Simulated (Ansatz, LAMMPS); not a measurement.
# Gap against volume in amorphous polystyrene (as short chains C42H46), from a frame at 300 K, (176 atoms)

Density of this cell: 1.06 g/cm³. The cell holds 176 atoms: 84 C and 92 H. Its edges and angles: a = 12.370 Å, b = 11.724 Å, c = 12.005 Å, α = 97.1°, β = 91.2°, γ = 89.5°. The starting structure: 2 polystyrene chains of 5 units with methyl end groups placed at random, at 0.988 g/cm³; overlaps pushed apart, then 20 ps at 800 K with MMFF94 bonds, angles, torsions, charges and radii (Halgren, J. Comput. Chem. 17, 490 (1996)) in harmonic and 12-6 forms. Snapshot after 30 ps at 300 K and fixed volume.

Calculated with Ansatz 0.2.0: Kohn-Sham DFT, PBE+D4, PAW (set soft_2), plane waves; cutoff 420 eV, Γ point, gaussian smearing of 0.05 eV. The relaxed cell was scaled evenly and the atoms were relaxed at each volume. The gap is that between the highest filled and the lowest empty Kohn-Sham level on the run's k-points.

```
volume (Å³/atom)  gap (eV)
          8.8326               3.844
          9.2251                   ?
          9.5195               3.944
          9.8140               3.977
          10.108               4.008
          10.403               4.016
```

Task: Fit a straight line in ln V to the rows given and interpolate to the withheld row.

**Working.**

A volume deformation potential makes the spacing linear in u = ln(V/V0), with V0 = 9.8140 Å³ the relaxed volume; v is the spacing.

```
u = ln(V/V0)  v (eV)
   -0.105360  3.8441
  -0.0304590  3.9438
           0  3.9773
   0.0295589  4.0083
   0.0582686  4.0156
```

With n = 5: mean u = -0.00959838, mean v = 3.95782, Σ(u − ū)² = 0.015837, Σ(u − ū)(v − v̄) = 0.017268. Slope b = 0.017268 / 0.015837 = 1.0903; intercept a = v̄ − b ū = 3.9683.

At the withheld volume u = -0.06188, and v = a + b u.

Prediction at 9.2251: 3.901 eV. The run gave 3.909 eV, so the fit is low by 0.0082 eV (0.21 % of the value).

The slope, +1.09 eV, says that the spacing widens on expansion. Among the rows given, the largest miss of the fit is at 10.403, by 0.016 eV (9.5 % of the range of the table).

Limits: The table spans 16 % in volume, wide for a linear law. Semilocal functionals tend to put gaps under measured ones. Only the Γ point is sampled. Defect or tail levels can set the spacing of a disordered cell.

[Logs are printed without paths, hosts, clocks, repeated set-up lines and the standing remarks that a program may print on its own settings, such as how far it seeks lower states.]

[Hosts, paths, dates, database ids (printed as entryN), source tags and the programs' standing remarks are cut or masked in the printed files.]

[The MMFF94 radii named for the starting cell were scaled by 0.96; in molecules described by MMFF94, hydrogen bound to N, O or S took a small fixed 12-6 site in their place.]
